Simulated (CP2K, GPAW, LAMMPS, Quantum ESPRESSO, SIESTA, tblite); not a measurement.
# From one method to another: forces in amorphous SiO1.7 (154 atoms)

154 atoms (57 Si, 97 O) placed at random at 2.22 g/cm³, melted at 5000 K for 10 ps at fixed volume with the Tersoff Si-O potential (Munetoh et al., Comput. Mater. Sci. 39, 334 (2007)). Quenched from 5000 K to 100 K at 300 K/ps and fixed volume, held 5 ps.

Two calculations on one geometry. First: Kohn-Sham DFT, PBE, PseudoDojo 0.4.1 norm-conserving pseudopotentials (converted to PSML), numerical atomic orbitals (DZP), diagonalisation; shift 0.01 Ry; mesh 500 Ry; levels smeared at 580 K (SIESTA 5.4.2; Γ point). Second: Kohn-Sham DFT, PBE, SSSP efficiency 1.3.0 pseudopotentials, plane waves; sssp-1.3.0-efficiency; 60/480 Ry; levels smeared at 580 K (Quantum ESPRESSO 7.5; sssp-pbe-1.3.0-efficiency, cutoffs 60/480 Ry, Γ point).

Cell vectors (Å):

```
13.312 0.000 0.000
0.000 13.312 0.000
0.000 0.000 13.312
```

Atom, position (Å) and force of the first calculation (eV/Å):

```
1 Si 13.00 5.69 3.19 2.21 -0.68 -1.29
2 Si 2.22 10.50 7.07 3.02 1.75 -0.95
3 Si 0.29 3.00 4.86 1.31 1.50 -3.01
4 Si 3.17 4.61 0.92 0.13 -3.74 -1.54
5 Si 1.47 12.51 10.20 2.19 -4.83 0.39
6 Si 1.08 2.63 7.55 2.58 1.27 1.56
7 Si 0.75 5.77 7.97 1.56 0.08 1.63
8 Si 2.91 8.95 3.12 0.77 -1.05 1.74
9 Si 9.38 9.28 12.61 -0.13 2.58 2.30
10 Si 0.04 7.68 5.42 -0.03 -1.61 2.48
11 Si 9.58 8.81 7.34 1.99 -2.64 0.61
12 Si 0.87 11.16 4.05 0.94 1.95 2.39
13 Si 7.38 3.20 9.24 0.19 0.36 -0.13
14 Si 11.89 3.12 12.14 0.83 1.10 1.89
15 Si 3.69 0.84 7.25 2.79 2.08 0.44
16 Si 7.42 1.60 2.89 2.07 -1.71 -0.47
17 Si 1.55 0.81 2.94 0.31 0.57 -1.67
18 Si 3.77 4.84 11.10 -1.00 0.84 0.11
19 Si 1.26 2.29 0.23 0.53 -1.61 -0.28
20 Si 3.25 11.67 9.01 -2.79 -0.34 0.18
21 Si 6.51 11.21 2.93 1.31 0.87 -0.85
22 Si 12.47 10.12 7.11 -2.03 -0.62 -0.81
23 Si 12.03 0.37 9.62 -1.46 -0.49 2.12
24 Si 8.26 0.21 9.83 -0.02 0.79 1.45
25 Si 0.04 8.59 2.49 -2.36 0.39 -1.56
26 Si 5.50 4.75 7.33 -0.60 0.94 1.45
27 Si 7.01 6.65 1.14 0.19 -1.21 0.21
28 Si 6.83 5.27 11.52 0.79 0.92 1.48
29 Si 4.88 10.98 11.67 1.18 -1.69 -1.31
30 Si 10.22 0.55 12.23 -1.16 -1.48 1.37
31 Si 10.93 8.58 10.18 0.85 4.03 -0.55
32 Si 6.24 6.30 3.34 -1.31 -1.63 -3.03
33 Si 3.20 4.25 5.30 0.64 0.48 -1.90
34 Si 2.31 6.83 10.63 0.28 -0.70 -2.05
35 Si 4.98 9.17 0.92 2.75 1.58 -0.18
36 Si 11.68 1.54 6.75 -2.91 -0.77 -0.40
37 Si 9.67 3.90 7.05 -0.85 0.09 0.63
38 Si 4.30 8.62 5.87 -2.62 -0.80 0.81
39 Si 7.09 7.25 6.10 -0.57 0.42 1.10
40 Si 11.46 4.96 9.58 0.14 0.25 -1.65
41 Si 7.04 10.86 10.88 -0.15 -0.71 1.58
42 Si 3.34 0.27 12.22 -0.02 1.95 2.81
43 Si 9.32 12.57 1.86 0.42 -1.33 -0.15
44 Si 7.17 10.46 7.77 -3.97 -3.54 -0.26
45 Si 9.85 11.66 7.79 1.25 3.51 -2.01
46 Si 9.75 6.48 11.82 -3.05 -2.38 1.07
47 Si 1.99 2.18 10.47 0.43 2.39 2.27
48 Si 5.01 11.82 5.78 -1.23 -0.34 -0.30
49 Si 10.05 5.78 1.63 -0.20 0.10 0.18
50 Si 8.53 4.27 4.04 0.46 0.12 0.03
51 Si 2.93 6.51 3.19 -1.94 0.55 2.62
52 Si 2.38 7.54 0.56 -0.82 0.38 -1.59
53 Si 10.27 9.47 1.59 0.07 2.15 -1.23
54 Si 8.04 8.64 3.58 1.88 1.86 -0.16
55 Si 11.46 12.70 4.36 -2.69 0.10 -1.97
56 Si 4.36 2.47 2.95 -2.43 0.30 0.00
57 Si 0.68 9.48 9.61 1.48 -0.35 3.23
58 O 13.21 7.33 3.74 -1.68 2.54 -1.46
59 O 3.95 9.09 4.35 1.59 0.39 0.30
60 O 7.45 3.99 10.70 0.88 -1.54 -0.34
61 O 7.25 12.39 10.39 -0.16 1.12 -0.71
62 O 1.27 9.63 3.27 -1.78 1.09 -0.21
63 O 4.20 3.66 1.78 0.67 0.04 0.62
64 O 4.00 4.56 6.70 -0.24 -0.61 -0.04
65 O 4.17 3.26 4.36 0.49 0.41 0.78
66 O 4.48 0.03 6.09 0.26 0.96 -1.53
67 O 4.16 10.88 10.16 0.20 -0.46 0.27
68 O 10.38 5.87 10.45 1.11 -0.23 -0.61
69 O 2.65 1.29 0.00 3.06 -1.56 -0.60
70 O 12.56 11.52 4.08 0.11 -0.70 -0.21
71 O 3.74 13.16 8.52 0.88 0.14 0.28
72 O 6.86 10.16 9.39 0.82 -0.21 -0.60
73 O 13.13 2.38 6.41 -1.27 -0.33 0.28
74 O 11.28 0.04 11.08 1.97 -0.85 -0.84
75 O 2.34 0.52 10.90 -0.02 0.95 -2.18
76 O 9.92 11.00 2.07 0.46 -0.96 -1.15
77 O 7.47 1.57 9.29 0.16 -0.37 0.06
78 O 2.84 5.68 4.59 -0.62 -1.00 2.87
79 O 9.20 4.53 5.57 -0.27 0.43 -0.50
80 O 11.42 1.13 8.33 0.70 0.66 -0.49
81 O 0.26 13.29 9.49 -1.07 0.09 -1.18
82 O 1.84 8.31 9.94 -0.58 2.57 0.48
83 O 6.67 5.58 13.17 -0.91 -0.49 1.13
84 O 1.83 3.69 0.82 0.93 2.17 1.03
85 O 0.68 6.65 6.58 0.21 -0.10 1.07
86 O 8.86 10.31 7.57 0.47 -0.26 0.21
87 O 9.35 12.91 8.71 -1.23 0.75 1.50
88 O 11.94 9.20 1.86 0.83 -0.53 0.47
89 O 12.56 8.84 10.19 1.17 -0.15 -1.08
90 O 8.90 0.65 11.27 -0.18 0.49 0.21
91 O 11.66 6.01 2.18 -0.20 -0.35 0.07
92 O 12.87 4.32 4.11 -0.64 -0.92 0.50
93 O 12.68 5.82 8.86 -0.58 0.02 0.84
94 O 1.35 5.87 2.84 -4.38 -2.36 0.53
95 O 3.48 8.59 1.52 1.12 0.52 -2.95
96 O 2.49 7.41 12.23 -0.73 0.23 2.23
97 O 10.75 4.54 8.11 0.05 0.18 0.32
98 O 3.10 1.35 2.95 1.01 0.16 0.22
99 O 10.28 13.00 3.21 1.79 0.86 1.98
100 O 11.44 11.38 7.43 2.19 1.04 0.90
101 O 12.94 9.20 5.82 2.44 0.90 -2.21
102 O 0.94 1.22 1.48 -1.50 -0.35 0.88
103 O 6.26 11.46 6.85 -0.33 1.31 -0.38
104 O 8.20 2.67 3.83 0.03 -0.30 0.31
105 O 3.15 9.15 6.91 -1.08 -5.56 2.04
106 O 0.99 10.90 10.44 -1.46 -1.54 0.06
107 O 12.01 3.80 10.62 0.11 -0.30 -0.75
108 O 2.44 1.89 7.01 -0.76 -1.29 -0.12
109 O 10.39 2.54 6.52 0.89 -1.03 -0.62
110 O 5.79 1.65 2.77 -0.45 0.35 -0.35
111 O 7.70 12.07 2.13 -3.27 -3.51 0.88
112 O 7.13 7.39 4.34 -1.42 -1.21 2.12
113 O 8.62 7.71 6.54 0.43 -0.08 0.35
114 O 4.59 6.22 3.40 3.18 0.87 -1.21
115 O 1.77 3.50 5.38 -1.37 -0.73 -1.13
116 O 3.17 3.39 10.48 0.32 0.30 -0.28
117 O 10.68 2.10 12.47 -0.36 0.40 0.45
118 O 3.84 4.74 12.76 -0.24 0.32 0.29
119 O 8.67 6.71 1.45 -1.28 -0.44 0.01
120 O 5.61 11.81 4.20 -0.41 0.31 0.24
121 O 8.17 10.27 12.01 -1.03 0.51 -1.27
122 O 4.63 9.74 12.76 -0.85 -0.11 -0.73
123 O 13.10 2.94 13.20 -5.48 1.50 2.28
124 O 6.63 5.74 6.60 0.65 0.52 -0.46
125 O 6.02 3.76 8.51 -1.75 -0.77 -0.15
126 O 2.86 6.15 1.48 2.77 0.35 -3.44
127 O 1.50 12.50 3.31 0.15 -0.40 0.00
128 O 1.04 2.25 9.13 -0.38 0.30 0.57
129 O 5.57 10.48 1.77 -0.91 -0.43 0.07
130 O 8.10 6.34 11.51 1.18 0.63 -1.21
131 O 1.45 11.10 5.65 -2.35 -0.03 -0.76
132 O 1.14 2.29 11.87 1.55 0.09 -5.11
133 O 9.97 8.36 8.89 -1.75 -1.33 -0.56
134 O 0.54 1.65 3.96 -0.47 -0.07 0.91
135 O 6.27 8.12 0.85 -0.82 0.40 -0.50
136 O 4.43 12.39 12.32 0.26 0.48 1.23
137 O 10.04 8.11 11.59 0.36 -3.09 0.00
138 O 7.04 4.95 3.86 -0.29 -0.31 0.44
139 O 10.06 12.94 0.33 -0.29 0.90 -1.10
140 O 9.47 4.65 2.72 0.41 -0.02 0.40
141 O 9.36 8.58 2.64 1.66 -0.07 0.07
142 O 0.88 7.97 1.20 1.23 0.08 -0.81
143 O 10.23 5.84 13.27 1.33 -0.73 -1.36
144 O 3.61 10.98 6.13 5.47 3.94 -2.34
145 O 11.48 0.18 5.79 0.71 1.40 0.66
146 O 5.80 8.30 6.38 1.45 0.17 0.86
147 O 8.35 3.76 8.03 1.48 -0.32 -0.56
148 O 11.14 9.10 6.92 -2.88 -1.17 0.24
149 O 8.42 0.68 1.98 -0.72 6.04 0.17
150 O 1.23 4.26 7.51 -0.80 0.28 0.91
151 O 7.38 10.11 3.74 -0.09 -0.93 0.85
152 O 0.71 10.00 7.95 -0.62 -0.68 0.33
153 O 5.34 5.29 10.82 0.23 0.49 -0.29
154 O 1.90 6.23 9.10 -0.69 -1.89 -1.22
```

Q: Give the forces of the second method.

Atom and force (eV/Å):

```
1 2.19 -0.40 -1.04
2 3.19 1.41 -1.22
3 1.87 1.47 -2.84
4 0.17 -3.74 -1.66
5 2.00 -4.49 0.28
6 2.82 1.52 1.43
7 1.55 -0.01 1.70
8 0.79 -0.98 1.67
9 -0.32 2.43 1.74
10 -0.27 -1.53 2.45
11 2.00 -2.40 0.88
12 0.91 2.11 2.27
13 0.06 0.41 -0.45
14 0.87 0.77 1.79
15 2.70 1.75 0.39
16 2.09 -1.46 -0.57
17 0.33 0.67 -1.72
18 -0.67 0.61 0.44
19 0.43 -1.47 -0.36
20 -2.51 -0.06 0.41
21 1.38 0.53 -0.72
22 -2.24 -1.00 -0.93
23 -1.26 -0.33 2.05
24 -0.10 0.82 1.68
25 -2.07 0.25 -1.59
26 -0.46 0.85 1.41
27 0.30 -0.97 -0.07
28 0.80 0.84 1.36
29 0.81 -1.55 -1.14
30 -1.14 -1.17 1.07
31 0.63 3.99 -0.57
32 -1.10 -1.76 -2.60
33 0.51 0.51 -1.85
34 0.05 -0.29 -2.17
35 2.71 1.83 -0.27
36 -3.20 -0.82 -0.33
37 -0.90 -0.08 0.68
38 -2.63 -0.61 0.79
39 -0.68 0.47 0.98
40 0.05 0.37 -1.65
41 0.04 -0.39 1.22
42 -0.15 1.88 2.59
43 0.34 -1.28 -0.03
44 -3.80 -3.28 -0.19
45 1.10 3.35 -1.98
46 -2.98 -2.26 0.75
47 0.19 2.24 2.47
48 -1.17 -0.11 -0.29
49 -0.35 0.09 0.13
50 0.36 -0.15 -0.02
51 -1.89 0.17 2.62
52 -0.86 0.30 -1.27
53 0.06 2.36 -0.59
54 1.82 1.99 -0.21
55 -2.54 0.11 -1.91
56 -2.39 0.24 0.10
57 1.41 -0.37 3.30
58 -1.63 2.44 -1.37
59 1.46 0.24 0.38
60 0.74 -1.40 -0.36
61 0.12 0.87 -0.78
62 -1.92 1.17 -0.20
63 0.46 -0.03 0.75
64 0.21 -0.62 -0.18
65 0.36 0.42 0.58
66 0.08 0.80 -1.21
67 0.11 -0.22 0.24
68 1.27 -0.31 -0.41
69 3.06 -1.66 -0.81
70 0.14 -0.39 -0.10
71 0.73 0.09 0.01
72 0.97 -0.05 -0.63
73 -1.31 -0.36 0.24
74 1.96 -0.69 -1.01
75 0.05 0.93 -1.95
76 0.47 -1.14 -1.26
77 0.36 -0.25 0.14
78 -0.46 -1.22 2.65
79 -0.27 0.30 -0.55
80 1.04 0.47 -0.45
81 -1.35 -0.05 -0.90
82 -0.71 2.51 0.51
83 -0.77 -0.39 1.10
84 1.18 2.04 0.88
85 0.07 0.04 1.05
86 0.43 -0.28 0.32
87 -1.23 0.39 1.47
88 0.81 -0.60 0.56
89 1.00 -0.24 -1.19
90 0.01 0.30 0.13
91 -0.17 -0.46 0.18
92 -0.44 -0.97 0.46
93 -0.48 -0.21 0.77
94 -4.53 -2.38 0.58
95 1.19 0.46 -3.00
96 -0.76 0.17 2.36
97 0.01 0.09 0.38
98 0.84 0.33 0.24
99 1.99 0.74 2.14
100 2.03 0.83 0.95
101 2.43 0.66 -1.97
102 -1.30 -0.34 1.03
103 -0.29 1.11 -0.22
104 -0.24 -0.32 0.05
105 -1.02 -5.18 1.74
106 -1.48 -1.55 -0.08
107 -0.06 -0.26 -0.53
108 -0.73 -1.53 0.06
109 1.07 -0.94 -0.40
110 -0.07 0.54 -0.22
111 -3.19 -3.42 0.95
112 -1.43 -1.15 2.06
113 0.21 0.10 0.46
114 3.29 0.93 -1.20
115 -1.39 -0.65 -1.31
116 0.18 0.31 -0.17
117 -0.07 0.35 0.31
118 -0.49 0.25 0.15
119 -1.32 -0.70 -0.03
120 -0.35 0.19 0.27
121 -0.81 0.33 -1.30
122 -0.70 -0.01 -0.57
123 -5.56 1.43 1.92
124 0.37 0.58 -0.37
125 -1.62 -0.45 -0.49
126 2.73 0.32 -3.50
127 0.00 -0.42 0.09
128 -0.06 0.38 0.45
129 -0.83 -0.57 0.18
130 1.20 0.49 -1.10
131 -2.36 -0.06 -0.91
132 1.78 0.13 -5.07
133 -1.48 -1.29 -0.46
134 -0.33 0.18 0.93
135 -0.94 0.23 -0.44
136 0.00 0.49 1.03
137 0.40 -2.89 -0.03
138 -0.09 -0.13 0.31
139 -0.33 0.99 -1.16
140 0.35 0.13 0.34
141 1.52 0.20 0.03
142 1.23 0.17 -0.71
143 1.12 -0.63 -1.29
144 5.50 3.88 -2.23
145 0.81 1.44 0.32
146 1.31 0.00 0.61
147 1.59 -0.43 -0.45
148 -2.83 -1.01 0.37
149 -0.97 6.02 0.47
150 -1.10 0.22 1.06
151 -0.12 -1.06 0.53
152 -0.79 -0.69 0.49
153 0.12 0.39 -0.05
154 -0.84 -1.82 -1.11
```

The two sets differ by 169 meV/Å r.m.s., 12 % of the r.m.s. force of the Quantum ESPRESSO run. The network of bonds at the start is that of the classical potential that made the cell, and needn't be the one that DFT or experiment would give. The electronic-structure runs sample only Γ, in a cell whose shortest periodic width is 13 Å, which is coarse for a cell with partly filled levels.

[Logs are printed without paths, hosts, clocks, repeated set-up lines and the standing remarks that a program may print on its own settings, such as how far it seeks lower states.]

[Hosts, paths, dates, database ids (printed as entryN), source tags and the programs' standing remarks are cut or masked in the printed files.]
